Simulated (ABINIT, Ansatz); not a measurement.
# Ruthenium (P6_3/mmc): phonons by linear response, part 3 of 4

How does Ruthenium (P6_3/mmc) vibrate, and is this structure a minimum?

ABINIT 10.8.3; DFT PBEsol, scalar-relativistic, plane waves, PseudoDojo norm-conserving pseudopotentials.

So far. Step 4 (Ground state): The cell stands at -0.97 GPa: the relaxation ran with a smoothed and higher cutoff, and the difference is a stress of the finite basis. Step 5 (Linear response at Γ): The acoustic modes at Γ come out as far as 4.6 cm⁻¹ from zero, where they should vanish, a small numerical error. The relaxed cell has a = 2.690, c = 4.258 Å (conventional setting).

### Step 7. Dispersion

anaddb transforms the dynamical matrices to force constants and back along the path; points of the mesh come back as solved, but for the sum rule and, in polar crystals, the LO-TO term at Γ; the rest is interpolation.

File anaddb.abi:

```
ddb_filepath "all_DDB"
output_file "anaddb.abo"
outdata_prefix "anaddb"
ifcflag 1
ngqpt 3 3 2
nqshft 1
q1shft 0.0 0.0 0.0
asr 1
chneut 0
dipdip 0
dipquad 0
quadquad 0
enunit 0
eivec 0
nph1l 93
qph1l 
    0.0 0.0 0.0 1.0
    0.05 0.0 0.0 1.0
    0.1 0.0 0.0 1.0
    0.15 0.0 0.0 1.0
    0.2 0.0 0.0 1.0
    0.25 0.0 0.0 1.0
    0.3 0.0 0.0 1.0
    0.35 0.0 0.0 1.0
    0.4 0.0 0.0 1.0
    0.45 0.0 0.0 1.0
    0.5 0.0 0.0 1.0
    0.48333333 0.03333333 0.0 1.0
    0.46666667 0.06666667 0.0 1.0
    0.45 0.1 0.0 1.0
    0.43333333 0.13333333 0.0 1.0
    0.41666667 0.16666667 0.0 1.0
    0.4 0.2 0.0 1.0
    0.38333333 0.23333333 0.0 1.0
    0.36666667 0.26666667 0.0 1.0
    0.35 0.3 0.0 1.0
    0.33333333 0.33333333 0.0 1.0
    0.3 0.3 0.0 1.0
    0.26666667 0.26666667 0.0 1.0
    0.23333333 0.23333333 0.0 1.0
    0.2 0.2 0.0 1.0
    0.16666667 0.16666667 0.0 1.0
    0.13333333 0.13333333 0.0 1.0
    0.1 0.1 0.0 1.0
    0.06666667 0.06666667 0.0 1.0
    0.03333333 0.03333333 0.0 1.0
    0.0 0.0 0.0 1.0
    0.0 0.0 0.05 1.0
    0.0 0.0 0.1 1.0
    0.0 0.0 0.15 1.0
    0.0 0.0 0.2 1.0
    0.0 0.0 0.25 1.0
    0.0 0.0 0.3 1.0
    0.0 0.0 0.35 1.0
    0.0 0.0 0.4 1.0
    0.0 0.0 0.45 1.0
    0.0 0.0 0.5 1.0
    0.05 0.0 0.5 1.0
    0.1 0.0 0.5 1.0
    0.15 0.0 0.5 1.0
    0.2 0.0 0.5 1.0
    0.25 0.0 0.5 1.0
    0.3 0.0 0.5 1.0
    0.35 0.0 0.5 1.0
    0.4 0.0 0.5 1.0
    0.45 0.0 0.5 1.0
    0.5 0.0 0.5 1.0
    0.48333333 0.03333333 0.5 1.0
    0.46666667 0.06666667 0.5 1.0
    0.45 0.1 0.5 1.0
    0.43333333 0.13333333 0.5 1.0
    0.41666667 0.16666667 0.5 1.0
    0.4 0.2 0.5 1.0
    0.38333333 0.23333333 0.5 1.0
    0.36666667 0.26666667 0.5 1.0
    0.35 0.3 0.5 1.0
    0.33333333 0.33333333 0.5 1.0
    0.3 0.3 0.5 1.0
    0.26666667 0.26666667 0.5 1.0
    0.23333333 0.23333333 0.5 1.0
    0.2 0.2 0.5 1.0
    0.16666667 0.16666667 0.5 1.0
    0.13333333 0.13333333 0.5 1.0
    0.1 0.1 0.5 1.0
    0.06666667 0.06666667 0.5 1.0
    0.03333333 0.03333333 0.5 1.0
    0.0 0.0 0.5 1.0
    0.5 0.0 0.5 1.0
    0.5 0.0 0.45 1.0
    0.5 0.0 0.4 1.0
    0.5 0.0 0.35 1.0
    0.5 0.0 0.3 1.0
    0.5 0.0 0.25 1.0
    0.5 0.0 0.2 1.0
    0.5 0.0 0.15 1.0
    0.5 0.0 0.1 1.0
    0.5 0.0 0.05 1.0
    0.5 0.0 0.0 1.0
    0.33333333 0.33333333 0.5 1.0
    0.33333333 0.33333333 0.45 1.0
    0.33333333 0.33333333 0.4 1.0
    0.33333333 0.33333333 0.35 1.0
    0.33333333 0.33333333 0.3 1.0
    0.33333333 0.33333333 0.25 1.0
    0.33333333 0.33333333 0.2 1.0
    0.33333333 0.33333333 0.15 1.0
    0.33333333 0.33333333 0.1 1.0
    0.33333333 0.33333333 0.05 1.0
    0.33333333 0.33333333 0.0 1.0
```

File mrgddb.in:

```
all_DDB
merged
6
dfpt_gammao_DDB
dfpt_qo_DS1_DDB
dfpt_qo_DS2_DDB
dfpt_qo_DS3_DDB
dfpt_qo_DS4_DDB
dfpt_qo_DS5_DDB
```

Started as:

```bash
$ mrgddb < mrgddb.in > mrgddb.log
$ OMP_NUM_THREADS=1 anaddb anaddb.abi > anaddb.log
```

anaddb.abo, the main output file:

```text
[banners, grids, parts of the stress and lines that vanish by symmetry left out]
-outvars_anaddb: echo values of input variables ----------------------

 Flags :
[...]
Phonon wavevector (reduced coordinates) :  0.00000  0.00000  0.00000
 Phonon energies in Hartree :
[...]
Phonon frequencies in cm-1    :
-  0.000000E+00  0.000000E+00  0.000000E+00  1.984738E+02  1.984738E+02
-  2.687219E+02
[...]
Phonon wavevector (reduced coordinates) :  0.05000  0.00000  0.00000
 Phonon energies in Hartree :
[...]
Phonon frequencies in cm-1    :
-  2.729180E+01  2.951686E+01  4.304281E+01  1.996348E+02  2.003646E+02
-  2.670237E+02
[...]
Phonon wavevector (reduced coordinates) :  0.10000  0.00000  0.00000
 Phonon energies in Hartree :
[...]
Phonon frequencies in cm-1    :
-  5.354737E+01  5.801388E+01  8.465171E+01  2.028663E+02  2.057137E+02
-  2.620667E+02
[...]
Phonon wavevector (reduced coordinates) :  0.15000  0.00000  0.00000
 Phonon energies in Hartree :
[...]
Phonon frequencies in cm-1    :
-  7.781452E+01  8.455665E+01  1.234975E+02  2.075148E+02  2.136701E+02
-  2.542557E+02
[...]
Phonon wavevector (reduced coordinates) :  0.20000  0.00000  0.00000
 Phonon energies in Hartree :
[...]
Phonon frequencies in cm-1    :
-  9.930175E+01  1.083744E+02  1.584466E+02  2.127616E+02  2.231249E+02
-  2.442385E+02
[...]
Phonon wavevector (reduced coordinates) :  0.25000  0.00000  0.00000
 Phonon energies in Hartree :
[...]
Phonon frequencies in cm-1    :
-  1.174408E+02  1.289248E+02  1.886240E+02  2.178650E+02  2.328602E+02
-  2.329760E+02
  Phonon wavevector (reduced coordinates) :  0.30000  0.00000  0.00000
 Phonon energies in Hartree :
[...]
Phonon frequencies in cm-1    :
-  1.319284E+02  1.459409E+02  2.134371E+02  2.210849E+02  2.223063E+02
-  2.422949E+02
  Phonon wavevector (reduced coordinates) :  0.35000  0.00000  0.00000
 Phonon energies in Hartree :
[...]
Phonon frequencies in cm-1    :
-  1.427359E+02  1.594628E+02  2.098725E+02  2.258155E+02  2.325472E+02
-  2.503949E+02
  Phonon wavevector (reduced coordinates) :  0.40000  0.00000  0.00000
 Phonon energies in Hartree :
[...]
Phonon frequencies in cm-1    :
-  1.500694E+02  1.698661E+02  1.999890E+02  2.283066E+02  2.458023E+02
-  2.568320E+02
  Phonon wavevector (reduced coordinates) :  0.45000  0.00000  0.00000
 Phonon energies in Hartree :
[...]
Phonon frequencies in cm-1    :
-  1.542632E+02  1.779060E+02  1.917474E+02  2.297844E+02  2.532937E+02
-  2.612265E+02
  Phonon wavevector (reduced coordinates) :  0.50000  0.00000  0.00000
 Phonon energies in Hartree :
[...]
Phonon frequencies in cm-1    :
-  1.556206E+02  1.844904E+02  1.850032E+02  2.302734E+02  2.556297E+02
-  2.628607E+02
  Phonon wavevector (reduced coordinates) :  0.48333  0.03333  0.00000
 Phonon energies in Hartree :
[...]
Phonon frequencies in cm-1    :
-  1.566219E+02  1.844083E+02  1.849665E+02  2.298685E+02  2.551572E+02
-  2.631597E+02
  Phonon wavevector (reduced coordinates) :  0.46667  0.06667  0.00000
 Phonon energies in Hartree :
[...]
Phonon frequencies in cm-1    :
-  1.595519E+02  1.841689E+02  1.848603E+02  2.287304E+02  2.537522E+02
-  2.639945E+02
  Phonon wavevector (reduced coordinates) :  0.45000  0.10000  0.00000
 Phonon energies in Hartree :
[...]
Phonon frequencies in cm-1    :
-  1.642025E+02  1.837930E+02  1.846945E+02  2.270515E+02  2.514523E+02
-  2.652143E+02
[...]
Phonon wavevector (reduced coordinates) :  0.10000  0.00000  0.50000
 Phonon energies in Hartree :
[...]
Phonon frequencies in cm-1    :
-  1.449125E+02  1.449125E+02  1.499063E+02  1.499063E+02  2.239308E+02
-  2.239308E+02
  Phonon wavevector (reduced coordinates) :  0.15000  0.00000  0.50000
 Phonon energies in Hartree :
[...]
Phonon frequencies in cm-1    :
-  1.501013E+02  1.501013E+02  1.602238E+02  1.602238E+02  2.326829E+02
-  2.326829E+02
  Phonon wavevector (reduced coordinates) :  0.20000  0.00000  0.50000
 Phonon energies in Hartree :
[...]
Phonon frequencies in cm-1    :
-  1.559895E+02  1.559895E+02  1.713695E+02  1.713695E+02  2.431124E+02
-  2.431124E+02
  Phonon wavevector (reduced coordinates) :  0.25000  0.00000  0.50000
 Phonon energies in Hartree :
[...]
Phonon frequencies in cm-1    :
-  1.622388E+02  1.622388E+02  1.817318E+02  1.817318E+02  2.536791E+02
-  2.536791E+02
  Phonon wavevector (reduced coordinates) :  0.30000  0.00000  0.50000
 Phonon energies in Hartree :
[...]
Phonon frequencies in cm-1    :
-  1.685765E+02  1.685765E+02  1.903284E+02  1.903284E+02  2.630982E+02
-  2.630982E+02
  Phonon wavevector (reduced coordinates) :  0.35000  0.00000  0.50000
 Phonon energies in Hartree :
[...]
Phonon frequencies in cm-1    :
-  1.745601E+02  1.745601E+02  1.967616E+02  1.967616E+02  2.705826E+02
-  2.705826E+02
[...]
Phonon wavevector (reduced coordinates) :  0.33333  0.33333  0.05000
 Phonon energies in Hartree :
[...]
Phonon frequencies in cm-1    :
-  1.824580E+02  1.824580E+02  2.163900E+02  2.163900E+02  2.181850E+02
-  2.725323E+02
  Phonon wavevector (reduced coordinates) :  0.33333  0.33333  0.00000
 Phonon energies in Hartree :
[...]
Phonon frequencies in cm-1    :
-  1.822096E+02  1.822096E+02  2.158622E+02  2.158622E+02  2.178016E+02
-  2.728354E+02
-
```

Run time: 0.59 s. Hardware: 1 thread of Arm Neoverse V2, shared host.

This step gave:

| Property | Result |
| --- | --- |
| lowest frequency on the path | 0 cm⁻¹ |

Anaddb. Phonon branches along the path, in cm⁻¹:

| point | branch 1 | branch 2 | branch 3 | branch 4 | branch 5 | branch 6 |
| --- | --- | --- | --- | --- | --- | --- |
| Γ | 0 | 0 | 0 | 198 | 198 | 269 |
| halfway | 117 | 129 | 189 | 218 | 233 | 233 |
| M | 156 | 184 | 185 | 230 | 256 | 263 |
| halfway | 177 | 183 | 184 | 223 | 244 | 268 |
| K | 182 | 182 | 216 | 216 | 218 | 273 |
| halfway | 138 | 142 | 197 | 224 | 231 | 235 |
| Γ | 0 | 0 | 0 | 198 | 198 | 269 |
| halfway | 75 | 75 | 126 | 183 | 183 | 259 |
| A | 140 | 140 | 140 | 140 | 216 | 216 |
| halfway | 162 | 162 | 182 | 182 | 254 | 254 |
| L | 184 | 184 | 204 | 204 | 280 | 280 |
| halfway | 184 | 184 | 217 | 217 | 269 | 269 |
| H | 185 | 185 | 242 | 242 | 247 | 247 |
| halfway | 165 | 165 | 193 | 193 | 258 | 258 |
| A | 140 | 140 | 140 | 140 | 216 | 216 |
| jump to L | 184 | 184 | 204 | 204 | 280 | 280 |
| halfway | 173 | 184 | 185 | 224 | 268 | 272 |
| M | 156 | 184 | 185 | 230 | 256 | 263 |
| jump to H | 185 | 185 | 242 | 242 | 247 | 247 |
| halfway | 185 | 185 | 227 | 228 | 228 | 266 |
| K | 182 | 182 | 216 | 216 | 218 | 273 |

The phonon branches as a text plot (rows in cm⁻¹):

```
    274 |          ****       *         *****            **    **
    262 |**    ****    **   ** **      *     *   ***      *** *
    251 |  *  *****      * *     *    *       ***   *       **
    239 |   **     *   ****                    **    *       *
    227 |   ******* * *   *       * **       **  *    *   *** *
    216 |  ***     *********       *        *          ***     **
    204 |***  **    * * **  ***   *      ***      *
    192 |              *       *       **          *
    181 |       ********        *     *  *********  *    ********
    169 |      *  *     * *      *     **         ** *    *
    157 |   * * **       *           **             ***    **
    146 |    ***                  ****                **
    134 |    *             *                            *
    122 |  *              *     * *
    111 |   *             *
     99 |   *              **    *
     87 | **               *
     76 |  *                    *
     64 |                   *
     52 | *                  * *
     41 |*
     29 |*                   * *
     17 |
      6 |                     *
         Γ      M    K        Γ   A       L    H       A|L M|H  K
```

All branches are real along the path.

### Step 8. Sums over the zone

Sums over the zone need many more wavevectors than were solved, so the interpolation is sampled on a dense mesh.

File anaddb.abi:

```
ddb_filepath "all_DDB"
output_file "anaddb.abo"
outdata_prefix "anaddb"
ifcflag 1
ngqpt 3 3 2
nqshft 1
q1shft 0.0 0.0 0.0
asr 1
chneut 0
dipdip 0
dipquad 0
quadquad 0
prtdos 2
ng2qpt 19 19 11
dosdeltae 4.5563e-06
ntemper 11
temperinc 100.0
tempermin 0.0
```

Started as:

```bash
$ OMP_NUM_THREADS=1 anaddb anaddb.abi > anaddb.log
```

anaddb.abo, the main output file:

```text
-outvars_anaddb: echo values of input variables ----------------------

 Flags :
     ifcflag         1
 Miscellaneous information :
         asr         1
      chneut         0
 Interatomic Force Constants Inputs :
      dipdip         0
     dipquad         0
    quadquad         0
      ifcana         0
      ifcout         0
 Description of grid 1 :
        brav         1
       ngqpt         3         3         2
      nqshft         1
      q1shft
                     0.00000000E+00  0.00000000E+00  0.00000000E+00
 Phonon DOS information :
   dosdeltae  4.55630000E-06
    dossmear  4.55633525E-06
 Description of grid 2 (Fourier interp. or BZ sampling):
      ng2qpt        19        19        11
      ngrids         4
      q2shft         0.00000000E+00  0.00000000E+00  0.00000000E+00

================================================================================

 read the DDB information and perform some checks

  ==== Info on the Cryst% object ====
 Real(R)+Recip(G) space primitive vectors, cartesian coordinates (Bohr,Bohr^-1):
 R(1)=  5.0842524  0.0000000  0.0000000  G(1)=  0.1966858  0.1135566  0.0000000
 R(2)= -2.5421262  4.4030917  0.0000000  G(2)=  0.0000000  0.2271131  0.0000000
 R(3)=  0.0000000  0.0000000  8.0466726  G(3)=  0.0000000  0.0000000  0.1242750
 Unit cell volume ucvol=  1.8013627E+02 bohr^3
 Angles (23,13,12)=  9.00000000E+01  9.00000000E+01  1.20000000E+02 degrees
 Time-reversal symmetry is present
 Reduced atomic positions [iatom, xred, symbol]:
    1)    0.3333333  0.6666667  0.2500000  Ru
    2)    0.6666667  0.3333333  0.7500000  Ru

 DDB file with 6 blocks has been read.

================================================================================

 Calculation of the interatomic forces

       Homogeneous q point set in the B.Z.
 Grid q points  :       18
  1)   0.00000000E+00  0.00000000E+00  0.00000000E+00
  2)   3.33333333E-01  0.00000000E+00  0.00000000E+00
  3)  -3.33333333E-01  0.00000000E+00  0.00000000E+00
  4)   0.00000000E+00  3.33333333E-01  0.00000000E+00
  5)   3.33333333E-01  3.33333333E-01  0.00000000E+00
  6)  -3.33333333E-01  3.33333333E-01  0.00000000E+00
  7)   0.00000000E+00 -3.33333333E-01  0.00000000E+00
  8)   3.33333333E-01 -3.33333333E-01  0.00000000E+00
  9)  -3.33333333E-01 -3.33333333E-01  0.00000000E+00
 10)   0.00000000E+00  0.00000000E+00  5.00000000E-01
 11)   3.33333333E-01  0.00000000E+00  5.00000000E-01
 12)  -3.33333333E-01  0.00000000E+00  5.00000000E-01
 13)   0.00000000E+00  3.33333333E-01  5.00000000E-01
 14)   3.33333333E-01  3.33333333E-01  5.00000000E-01
 15)  -3.33333333E-01  3.33333333E-01  5.00000000E-01
 16)   0.00000000E+00 -3.33333333E-01  5.00000000E-01
 17)   3.33333333E-01 -3.33333333E-01  5.00000000E-01
 18)  -3.33333333E-01 -3.33333333E-01  5.00000000E-01

 The interatomic forces have been obtained

================================================================================

 Calculation of phonon density of states

 Average speed of sound partial sums:     0.1989364108E-02 (at units)
-                                   =           4.3521 [km/s]

 Debye frequency from partial sums:     0.1372980020E-02 (Ha)
-                                 =     0.9033774558E+01 (THz)
-Debye temperature from partial sums:     0.4335527997E+03 (K)

 Average speed of sound:     0.2071343320E-02 (at units)
-                      =           4.5315 [km/s]

 Debye frequency from DOS:     0.1429558813E-02 (Ha)
-                        =     0.9406045135E+01 (THz)
-Debye temperature from DOS:     0.4514189696E+03 (K)

-
```

Elapsed: 0.72 s, on 1 thread.

This step gave:

* share of modes beyond 3i cm⁻¹ on the dense interpolated mesh: 0
* zero-point energy per atom: 37.86 meV
* heat capacity at 300 K: 22.98 J/(mol atoms K)
* vibrational entropy at 300 K: 27.28 J/(mol atoms K)

The phonon density of states has structure finer than the step of the table below, so its rows give means over 10 cm⁻¹, whole bins alone (the curve runs from -30 to 302 cm⁻¹). Peaks (cm⁻¹: height): 184.0: 0.104, 224.0: 0.0541, 266.0: 0.0720.

Tetrahedra. Table of phonon density of states by wavenumber; means over each step:

| wavenumber (cm⁻¹) | phonon density of states (1/cm⁻¹/cell) |
| --- | --- |
| 0 | 5.0e-7 |
| 10 | 2.2e-5 |
| 20 | 7.6e-5 |
| 30 | 2.3e-4 |
| 40 | 5.1e-4 |
| 50 | 8.4e-4 |
| 60 | 0.00130 |
| 70 | 0.00184 |
| 80 | 0.00252 |
| 90 | 0.00340 |
| 100 | 0.00447 |
| 110 | 0.00588 |
| 120 | 0.00766 |
| 130 | 0.0104 |
| 140 | 0.0136 |
| 150 | 0.0184 |
| 160 | 0.0282 |
| 170 | 0.0390 |
| 180 | 0.0728 |
| 190 | 0.0564 |
| 200 | 0.0431 |
| 210 | 0.0395 |
| 220 | 0.0516 |
| 230 | 0.0277 |
| 240 | 0.0219 |
| 250 | 0.0398 |
| 260 | 0.0573 |
| 270 | 0.0450 |
| 280 | 0.00577 |
| 290 | 0 |

Harmonic thermodynamic functions per atom, summed over the density of states scaled to three modes an atom; melting is ignored. Thermodynamic functions:

| T (K) | F_vib (meV/atom) | S (J/mol-atom/K) | C_V (J/mol-atom/K) |
| --- | --- | --- | --- |
| 0 | 37.86 | 0 | 0 |
| 50 | 37.75 | 0.957 | 3.291 |
| 100 | 35.99 | 6.338 | 12.91 |
| 200 | 22.95 | 18.35 | 20.82 |
| 300 | -0.93 | 27.28 | 22.98 |
| 400 | -32.85 | 34.02 | 23.81 |
| 500 | -70.98 | 39.38 | 24.21 |
| 600 | -114.2 | 43.82 | 24.43 |
| 700 | -161.6 | 47.6 | 24.57 |
| 800 | -212.7 | 50.88 | 24.65 |
| 900 | -266.9 | 53.79 | 24.71 |
| 1000 | -324.1 | 56.4 | 24.76 |

At 300 K the heat capacity has reached 92 % of the Dulong-Petit value.

(Continued in part 4 of 4.)

[Host names and launcher messages were left out of these logs when they were recorded.]

[Logs are printed without paths, hosts, clocks, repeated set-up lines and the standing remarks that a program may print on its own settings, such as how far it seeks lower states.]

[Hosts, paths, dates, database ids (printed as entryN), source tags and the programs' standing remarks are cut or masked in the printed files.]
